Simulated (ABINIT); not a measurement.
**Quasiparticle gap of Cs2KYF6 (Fm-3m) in ABINIT**

Aim: the G0W0 gap of Cs2KYF6 (Fm-3m) on PBEsol, step by step.

Calculated with ABINIT 10.8.3; PBEsol and many-body steps on it, plane waves.

## 1. The structure

It takes space group Fm-3m (No. 225, cubic). Conventional cell: a = 9.445 Å, b = 9.445 Å, c = 9.445 Å, α = 90.00°, β = 90.00°, γ = 90.00°. Nearest to K lie 6 F at 2.60 Å. Cs has 12 F at 3.35 Å nearest. Nearest to Y lie 6 F at 2.13 Å. Nearest to F lie 1 Y at 2.13 Å and 1 K at 2.60 Å and 4 Cs at 3.35 Å. Farther neighbours and most contacts between anions are not listed.

The cell and positions come from the Crystallography Open Database and are kept as given unless a step says otherwise. Spin-orbit coupling is left out unless a step names it.

## 2. Ground state

This step: ABINIT 10.8.3; DFT, PBEsol, plane waves, norm-conserving pseudopotentials.

The ground-state density comes first.

run.abi reads:

```
acell 3*1.0 Angstrom
rprim 
  0.000000000000 4.722500000000 4.722500000000
  4.722500000000 0.000000000000 4.722500000000
  4.722500000000 4.722500000000 -0.000000000000
ntypat 4
znucl 19 55 39 9
natom 10
typat 1 2 2 3 4 4 4 4 4 4
xred 
  0.500000000000 0.500000000000 0.500000000000
  0.250000000000 0.250000000000 0.250000000000
  0.750000000000 0.750000000000 0.750000000000
  0.000000000000 0.000000000000 0.000000000000
  0.775000000000 0.225000000000 0.225000000000
  0.225000000000 0.775000000000 0.225000000000
  0.225000000000 0.775000000000 0.775000000000
  0.775000000000 0.225000000000 0.775000000000
  0.225000000000 0.225000000000 0.775000000000
  0.775000000000 0.775000000000 0.225000000000
pp_dirpath "pseudos"
pseudos "K.upf, Cs.upf, Y.upf, F.upf"
ecut 36
ngkpt 4 4 4
nshiftk 1
shiftk 0 0 0
kptopt 1
chksymbreak 0
nband 49
occopt 1
tolvrs 1e-08
nstep 60
prtwf 0
optforces 0
optstress 0
indata_prefix "in"
outdata_prefix "out"
tmpdata_prefix "tmp"
```

Launch:

```console
OMP_NUM_THREADS=1 mpirun -n 4 abinit run.abi > log
```

Numbers of over 12 decimals in the logs are rounded to 6 here.

The log of the run:

```text
.Version 10.8.3 of ABINIT. v10.8.2 released Aug 2026.

 Symmetries : space group Fm -3 m (#225); Bravais cF (face-center cubic)
================================================================================
 Values of the parameters that define the memory need of the present run
     intxc =       0    ionmov =       0      iscf =       7    lmnmax =       8
     lnmax =       8     mgfft =      72  mpssoang =       4    mqgrid =    3001
     natom =      10  nloc_mem =       1    nspden =       1   nspinor =       1
    nsppol =       1      nsym =      48    n1xccc =    2501    ntypat =       4
    occopt =       1   xclevel =       2
-    mband =          49        mffmem =           1         mkmem =           2
       mpw =       14680          nfft =      373248          nkpt =           8
================================================================================
  Rough estimation (10% accuracy) of disk space for files :
================================================================================

--------------------------------------------------------------------------------
------------- Echo of variables that govern the present computation ------------
--------------------------------------------------------------------------------
 -outvars: echo values of preprocessed input variables --------
            acell      1.8897261259E+00  1.8897261259E+00  1.8897261259E+00 Bohr

      chksymbreak           0
             ecut      3.60000000E+01 Hartree
-          fftalg         312

              ixc     -116133
              kpt      0.00000000E+00  0.00000000E+00  0.00000000E+00
                       2.50000000E-01  0.00000000E+00  0.00000000E+00
                       5.00000000E-01  0.00000000E+00  0.00000000E+00
                       2.50000000E-01  2.50000000E-01  0.00000000E+00
                       5.00000000E-01  2.50000000E-01  0.00000000E+00
                      -2.50000000E-01  2.50000000E-01  0.00000000E+00
                       5.00000000E-01  5.00000000E-01  0.00000000E+00
                      -2.50000000E-01  5.00000000E-01  2.50000000E-01
         kptrlatt        4    0    0      0    4    0      0    0    4
          kptrlen      5.04830776E+01
P           mkmem           2
            natom          10
            nband          49
            ngfft          72      72      72
             nkpt           8
            nstep          60
             nsym          48
           ntypat           4
              occ      2.000000  2.000000  2.000000  2.000000  2.000000  2.000000
                       2.000000  2.000000  2.000000  2.000000  2.000000  2.000000
                       2.000000  2.000000  2.000000  2.000000  2.000000  2.000000
                       2.000000  2.000000  2.000000  2.000000  2.000000  2.000000
                       2.000000  2.000000  2.000000  2.000000  2.000000  2.000000
                       2.000000  2.000000  2.000000  2.000000  2.000000  2.000000
                       2.000000  2.000000  2.000000  2.000000  0.000000  0.000000
                       0.000000  0.000000  0.000000  0.000000  0.000000  0.000000
                       0.000000
        optforces           0
        optstress           0
            prtwf           0
            rprim      0.0000000000E+00  4.7225000000E+00  4.7225000000E+00
                       4.7225000000E+00  0.0000000000E+00  4.7225000000E+00
                       4.7225000000E+00  4.7225000000E+00 -0.0000000000E+00
          spgroup         225

           tolvrs      1.00000000E-08

             xred      5.0000000000E-01  5.0000000000E-01  5.0000000000E-01
                       2.5000000000E-01  2.5000000000E-01  2.5000000000E-01
[...]
znucl       19.00000   55.00000   39.00000    9.00000

================================================================================

 chkinp: Checking input parameters for consistency.

================================================================================
== DATASET  1 ==================================================================
-   mpi_nproc: 4, omp_nthreads: 1 (-1 if OMP is not activated)

--- !DatasetInfo
iteration_state: {dtset: 1, }
dimensions: {natom: 10, nkpt: 8, mband: 49, nsppol: 1, nspinor: 1, nspden: 1, mpw: 14680, }
cutoff_energies: {ecut:  36.0, pawecutdg:  -1.0, }
electrons: {nelect:   8.00000000E+01, charge:   0.00000000E+00, occopt:   1.00000000E+00, tsmear:   1.00000000E-02, }

 Real(R)+Recip(G) space primitive vectors, cartesian coordinates (Bohr,Bohr^-1):
 R(1)=  0.0000000  8.9242316  8.9242316  G(1)= -0.0560272  0.0560272  0.0560272
 R(2)=  8.9242316  0.0000000  8.9242316  G(2)=  0.0560272 -0.0560272  0.0560272
 R(3)=  8.9242316  8.9242316  0.0000000  G(3)=  0.0560272  0.0560272 -0.0560272
 Unit cell volume ucvol=  1.4214857E+03 bohr^3
 Angles (23,13,12)=  6.00000000E+01  6.00000000E+01  6.00000000E+01 degrees

 getcut: wavevector=  0.0000  0.0000  0.0000  ngfft=  72  72  72
         ecut(hartree)=     36.000   => boxcut(ratio)=   2.11218

--- Pseudopotential description ------------------------------------------------
- K Generated using ONCVPSP code by D. R. Hamann
- 19.00000   9.00000  180301                  znucl, zion, pspdat
12 -116133 2 -1 2250                          pspcod,pspxc,lmax,lloc,mmax
     nproj     2     2     2     0
  pspatm : epsatm=    8.32504554
[...]
12 -116133 2 -1 832                           pspcod,pspxc,lmax,lloc,mmax
     nproj     2     2     1     0
  pspatm : epsatm=    4.89824381
         --- l  ekb(1:nproj) -->
[...]
2   -2.394754
 pspatm: atomic psp has been read  and splines computed

   8.04093308E+03                                ecore*ucvol(ha*bohr**3)
--------------------------------------------------------------------------------

_setup2: Arith. and geom. avg. npw (full set) are   14659.266   14659.250

================================================================================

--- !BeginCycle
iteration_state: {dtset: 1, }
solver: {iscf: 7, nstep: 60, nline: 4, wfoptalg: 0, }
tolerances: {tolvrs: 1.00E-08, }

     iter   Etot(hartree)      deltaE(h)  residm     vres2
 ETOT  1  -264.96566023867    -2.650E+02 1.591E-01 2.328E+03
 ETOT  2  -265.21358471376    -2.479E-01 1.092E-02 1.283E+03
 ETOT  3  -265.56144479316    -3.479E-01 4.602E-03 2.086E+02
 ETOT  4  -265.58628557515    -2.484E-02 2.044E-03 3.929E+00
 ETOT  5  -265.58636014231    -7.457E-05 1.277E-03 8.424E-01
 ETOT  6  -265.58645149844    -9.136E-05 7.136E-04 7.826E-02
 ETOT  7  -265.58645395267    -2.454E-06 7.315E-04 8.116E-03
 ETOT  8  -265.58645420822    -2.555E-07 4.310E-04 8.511E-04
 ETOT  9  -265.58645423138    -2.317E-08 8.107E-04 6.214E-05
 ETOT 10  -265.58645423409    -2.704E-09 3.080E-04 1.901E-06
 ETOT 11  -265.58645423426    -1.685E-10 5.954E-04 3.680E-08
 ETOT 12  -265.58645423424     1.205E-11 1.917E-04 5.684E-09

 At SCF step   12       vres2   =  5.68E-09 < tolvrs=  1.00E-08 =>converged.

--- !ResultsGS
iteration_state: {dtset: 1, }
comment   : Summary of ground state results
lattice_vectors:
- [  0.0000000,   8.9242316,   8.9242316, ]
- [  8.9242316,   0.0000000,   8.9242316, ]
- [  8.9242316,   8.9242316,  -0.0000000, ]
lattice_lengths: [  12.62077,   12.62077,   12.62077, ]
lattice_angles: [ 60.000,  60.000,  60.000, ] # degrees, (23, 13, 12)
lattice_volume:   1.4214857E+03
convergence: {deltae:  1.205E-11, res2:  5.684E-09, residm:  1.917E-04, diffor:  0.000E+00, }
etotal    :  -2.65586454E+02
entropy   :   0.00000000E+00
fermie    :  -6.10584071E-03
cartesian_stress_tensor: null
pressure_GPa: null
xred      :
- [  5.0000E-01,   5.0000E-01,   5.0000E-01,  K]
- [  2.5000E-01,   2.5000E-01,   2.5000E-01, Cs]
- [  7.5000E-01,   7.5000E-01,   7.5000E-01, Cs]
- [  0.0000E+00,   0.0000E+00,   0.0000E+00,  Y]
- [  7.7500E-01,   2.2500E-01,   2.2500E-01,  F]
- [  2.2500E-01,   7.7500E-01,   2.2500E-01,  F]
- [  2.2500E-01,   7.7500E-01,   7.7500E-01,  F]
- [  7.7500E-01,   2.2500E-01,   7.7500E-01,  F]
- [  2.2500E-01,   2.2500E-01,   7.7500E-01,  F]
- [  7.7500E-01,   7.7500E-01,   2.2500E-01,  F]
cartesian_forces: null
force_length_stats: {min: null, max: null, mean: null, }

 Integrated electronic density in atomic spheres:
 ------------------------------------------------
 Atom  Sphere_radius  Integrated_density
[...]
================================================================================

 ----iterations are completed or convergence reached----

 Mean square residual over all n,k,spin=   93.668E-08; max=  19.173E-05
 reduced coordinates (array xred) for   10 atoms
[...]
0.225000000000      0.775000000000      0.225000000000
       0.225000000000      0.775000000000      0.775000000000
       0.775000000000      0.225000000000      0.775000000000
       0.225000000000      0.225000000000      0.775000000000
       0.775000000000      0.775000000000      0.225000000000
 rms dE/dt=  0.0000E+00; max dE/dt=  0.0000E+00; dE/dt below (all hartree)
    1       0.000000000000      0.000000000000      0.000000000000
    2       0.000000000000      0.000000000000      0.000000000000
    3       0.000000000000      0.000000000000      0.000000000000
    4       0.000000000000      0.000000000000      0.000000000000
    5       0.000000000000      0.000000000000      0.000000000000
    6       0.000000000000      0.000000000000      0.000000000000
    7       0.000000000000      0.000000000000      0.000000000000
    8       0.000000000000      0.000000000000      0.000000000000
    9       0.000000000000      0.000000000000      0.000000000000
   10       0.000000000000      0.000000000000      0.000000000000

 cartesian coordinates (angstrom) at end:
[...]
6      4.722500     2.125125     4.722500
    7      7.319875     4.722500     4.722500
    8      4.722500     7.319875     4.722500
    9      4.722500     4.722500     2.125125
   10      4.722500     4.722500     7.319875
 length scales=  1.889726125908  1.889726125908  1.889726125908 bohr
              =  1.000000000000  1.000000000000  1.000000000000 angstroms
 prteigrs : about to open file out_EIG
 Fermi (or HOMO) energy (hartree) =  -0.00611   Average Vxc (hartree)=  -0.32334
 Eigenvalues (hartree) for nkpt=   8  k points:
 kpt#   1, nband= 49, wtk=  0.01563, kpt=  0.0000  0.0000  0.0000 (reduced coord)
  -1.37377   -0.92938   -0.73553   -0.73553   -0.73553   -0.70303   -0.70116   -0.70116
  -0.65615   -0.65510   -0.60381   -0.60381   -0.60381   -0.32688   -0.32688   -0.32688
  -0.18358   -0.18358   -0.18358   -0.17159   -0.17159   -0.17159   -0.06034   -0.06034
  -0.05695   -0.03873   -0.03873   -0.03873   -0.02051   -0.02051   -0.02051   -0.02023
  -0.02023   -0.02023   -0.00872   -0.00872   -0.00872   -0.00611   -0.00611   -0.00611
   0.23595    0.28658    0.28658    0.31137    0.31137    0.31137    0.31505    0.31505
   0.31505
 prteigrs : prtvol=0 or 1, do not print more k-points.

--- !EnergyTerms
iteration_state     : {dtset: 1, }
comment             : Components of total free energy in Hartree
kinetic             :  1.29131100265542E+02
hartree             :  8.17003388217522E+01
xc                  : -6.07248873856313E+01
Ewald energy        : -1.63662496373208E+02
psp_core            :  5.65671046505746E+00
local_psp           : -2.57158169875055E+02
non_local_psp       : -5.29050152703057E-01
total_energy        : -2.65586454234245E+02
total_energy_eV     : -7.22697558786859E+03
band_energy         : -2.45541002630441E+01

== END DATASET(S) ==============================================================
================================================================================

 -outvars: echo values of variables after computation  --------
           etotal     -2.6558645423E+02
            nband          49
             nkpt           8
          spgroup         225
 [... the other variables as echoed above ...]

 Calculation completed.
```

It took 2 min on 4 MPI ranks of Arm Neoverse V1, shared host; peak memory 0.69 GiB; 8.1 min of CPU time.

This step gave:

```
total energy               : -7226.9756 eV
gap                        : 6.587 eV
k of the valence top       : 0, 0, 0
k of the conduction bottom : 0, 0, 0
least direct gap           : 6.587 eV
```

The gap is direct, at Γ.

## 3. Empty states on the mesh, 2×2×2 mesh, 257 bands

The sums over transitions need many empty states on a uniform mesh; this step solves for them.

Edit run.abi of step 2 so:

```diff
@@ -23,3 +23,3 @@
 ecut 36
-ngkpt 4 4 4
+ngkpt 2 2 2
 nshiftk 1
@@ -28,9 +28,10 @@
 chksymbreak 0
-nband 49
-occopt 1
-tolvrs 1e-08
+iscf -2
+irdden 1
+istwfk *1
+nband 257
+nbdbuf 22
+tolwfr 1e-09
 nstep 60
-prtwf 0
-optforces 0
-optstress 0
+prtvol 0
 indata_prefix "in"
```

Launch:

```console
OMP_NUM_THREADS=1 mpirun -n 3 abinit run.abi > log
```

The log of the run:

```text
.Version 10.8.3 of ABINIT. v10.8.2 released Aug 2026.

 Symmetries : space group Fm -3 m (#225); Bravais cF (face-center cubic)
[... echo of the input left out ...]
== DATASET  1 ==================================================================
-   mpi_nproc: 3, omp_nthreads: 1 (-1 if OMP is not activated)

--- !DatasetInfo
iteration_state: {dtset: 1, }
dimensions: {natom: 10, nkpt: 3, mband: 257, nsppol: 1, nspinor: 1, nspden: 1, mpw: 14668, }
cutoff_energies: {ecut:  36.0, pawecutdg:  -1.0, }
electrons: {nelect:   8.00000000E+01, charge:   0.00000000E+00, occopt:   1.00000000E+00, tsmear:   1.00000000E-02, }

 Real(R)+Recip(G) space primitive vectors, cartesian coordinates (Bohr,Bohr^-1):
 R(1)=  0.0000000  8.9242316  8.9242316  G(1)= -0.0560272  0.0560272  0.0560272
 R(2)=  8.9242316  0.0000000  8.9242316  G(2)=  0.0560272 -0.0560272  0.0560272
 R(3)=  8.9242316  8.9242316  0.0000000  G(3)=  0.0560272  0.0560272 -0.0560272
 Unit cell volume ucvol=  1.4214857E+03 bohr^3
 Angles (23,13,12)=  6.00000000E+01  6.00000000E+01  6.00000000E+01 degrees

 getcut: wavevector=  0.0000  0.0000  0.0000  ngfft=  72  72  72
         ecut(hartree)=     36.000   => boxcut(ratio)=   2.11218

--- Pseudopotential description ------------------------------------------------
- K Generated using ONCVPSP code by D. R. Hamann
- 19.00000   9.00000  180301                  znucl, zion, pspdat
12 -116133 2 -1 2250                          pspcod,pspxc,lmax,lloc,mmax
     nproj     2     2     2     0
  pspatm : epsatm=    8.32504554
         --- l  ekb(1:nproj) -->
             0   10.921326    0.816676
             1    4.431000    0.560368
             2   -3.384038   -1.043186
 pspatm: atomic psp has been read  and splines computed

- Cs Generated using ONCVPSP code by D. R. Hamann
- 55.00000   9.00000  180301                  znucl, zion, pspdat
12 -116133 3 -1 2384                          pspcod,pspxc,lmax,lloc,mmax
     nproj     2     2     2     2
  pspatm : epsatm=   22.12462466
         --- l  ekb(1:nproj) -->
[...]
pspatm: atomic psp has been read  and splines computed

- Y Generated using ONCVPSP code by D. R. Hamann
- 39.00000  11.00000  180301                  znucl, zion, pspdat
12 -116133 2 -1 1746                          pspcod,pspxc,lmax,lloc,mmax
     nproj     2     2     2     0
  pspatm : epsatm=   18.54790575
         --- l  ekb(1:nproj) -->
[...]
pspatm: atomic psp has been read  and splines computed

- F Generated using ONCVPSP code by D. R. Hamann
-  9.00000   7.00000  180301                  znucl, zion, pspdat
12 -116133 2 -1 832                           pspcod,pspxc,lmax,lloc,mmax
     nproj     2     2     1     0
  pspatm : epsatm=    4.89824381
         --- l  ekb(1:nproj) -->
[...]
2   -2.394754
 pspatm: atomic psp has been read  and splines computed

[...]
-1.3738E+00 -9.2938E-01 -7.3553E-01 -7.3553E-01 -7.3553E-01 -7.0303E-01
 -7.0116E-01 -7.0116E-01 -6.5615E-01 -6.5510E-01 -6.0381E-01 -6.0381E-01
 -6.0381E-01 -3.2688E-01 -3.2688E-01 -3.2688E-01 -1.8358E-01 -1.8358E-01
[...]
1.9408E+00  1.9849E+00  1.9849E+00  1.9849E+00  2.0163E+00  2.0293E+00
  2.0344E+00  2.0347E+00  2.0350E+00  2.0361E+00  2.0364E+00  2.0366E+00
  2.0370E+00  2.0379E+00  2.0471E+00  2.0509E+00  2.0562E+00
 prteigrs : prtvol=0 or 1, do not print more k-points.

--- !ResultsGS
iteration_state: {dtset: 1, }
comment   : Summary of ground state results
lattice_vectors:
- [  0.0000000,   8.9242316,   8.9242316, ]
- [  8.9242316,   0.0000000,   8.9242316, ]
- [  8.9242316,   8.9242316,  -0.0000000, ]
lattice_lengths: [  12.62077,   12.62077,   12.62077, ]
lattice_angles: [ 60.000,  60.000,  60.000, ] # degrees, (23, 13, 12)
lattice_volume:   1.4214857E+03
convergence: {deltae:  0.000E+00, res2:  0.000E+00, residm:  9.993E-10, diffor:  0.000E+00, }
etotal    :  -2.65586454E+02
entropy   :   0.00000000E+00
fermie    :  -6.10584071E-03
cartesian_stress_tensor: null
pressure_GPa: null
xred      :
- [  5.0000E-01,   5.0000E-01,   5.0000E-01,  K]
- [  2.5000E-01,   2.5000E-01,   2.5000E-01, Cs]
- [  7.5000E-01,   7.5000E-01,   7.5000E-01, Cs]
- [  0.0000E+00,   0.0000E+00,   0.0000E+00,  Y]
- [  7.7500E-01,   2.2500E-01,   2.2500E-01,  F]
- [  2.2500E-01,   7.7500E-01,   2.2500E-01,  F]
- [  2.2500E-01,   7.7500E-01,   7.7500E-01,  F]
- [  7.7500E-01,   2.2500E-01,   7.7500E-01,  F]
- [  2.2500E-01,   2.2500E-01,   7.7500E-01,  F]
- [  7.7500E-01,   7.7500E-01,   2.2500E-01,  F]
cartesian_forces: null
force_length_stats: {min: null, max: null, mean: null, }

 Integrated electronic density in atomic spheres:
 ------------------------------------------------
 Atom  Sphere_radius  Integrated_density
[...]
================================================================================

 ----iterations are completed or convergence reached----

 Mean square residual over all n,k,spin=   49.471E-11; max=  99.927E-11
 reduced coordinates (array xred) for   10 atoms
[...]
0.225000000000      0.225000000000      0.775000000000
       0.775000000000      0.775000000000      0.225000000000

 cartesian coordinates (angstrom) at end:
    1      4.722500     4.722500     4.722500
    2      2.361250     2.361250     2.361250
    3      7.083750     7.083750     7.083750
[...]
9      4.722500     4.722500     2.125125
   10      4.722500     4.722500     7.319875
 length scales=  1.889726125908  1.889726125908  1.889726125908 bohr
              =  1.000000000000  1.000000000000  1.000000000000 angstroms
 prteigrs : about to open file out_EIG
 Eigenvalues (hartree) for nkpt=   3  k points:
 kpt#   1, nband=257, wtk=  0.12500, kpt=  0.0000  0.0000  0.0000 (reduced coord)
[...]
1.94083    1.98488    1.98488    1.98490    2.01630    2.02927    2.03442    2.03474
   2.03504    2.03606    2.03638    2.03657    2.03697    2.03787    2.04712    2.05094
   2.05615
 prteigrs : prtvol=0 or 1, do not print more k-points.

== END DATASET(S) ==============================================================
================================================================================

 -outvars: echo values of variables after computation  --------
            nband         257
             nkpt           3
          spgroup         225
 [... the other variables as echoed above ...]

 Calculation completed.
```

Elapsed: 5 min, on 3 MPI ranks; peak memory 0.54 GiB; 15 min of CPU time.

This step gave:

| Item | Value |
| --- | --- |
| gap | 6.587 eV |
| k of the valence top | 0, 0, 0 |
| k of the conduction bottom | 0, 0, 0 |
| least direct gap | 6.587 eV |
| k points computed | 3 |
| lowest point of the top converged band, above the valence top | 50.1811 eV |

On this mesh the gap is 6.587 eV.

[end of part 1 of 2]

[Paths, hosts, dates, memory and timing lines, banners, echoed tables and standing remarks are left out of the program output.]

[Logs are printed without paths, hosts, clocks, repeated set-up lines and the standing remarks that a program may print on its own settings, such as how far it seeks lower states.]

[Runs of the session that timed out or met a known fault of the program may be left out.]

[Hosts, paths, dates, database ids (printed as entryN), source tags and the programs' standing remarks are cut or masked in the printed files.]

[G0W0 gaps are taken among the corrected bands and points alone; a level outside them can change the order at an edge.]

[Where Ansatz stands beside ABINIT at settings called matched, ABINIT's density can come from a denser mesh and the files from another edition; pairs whose starting gaps differed by over 0.03 eV were left out, so agreement reads better than it is.]
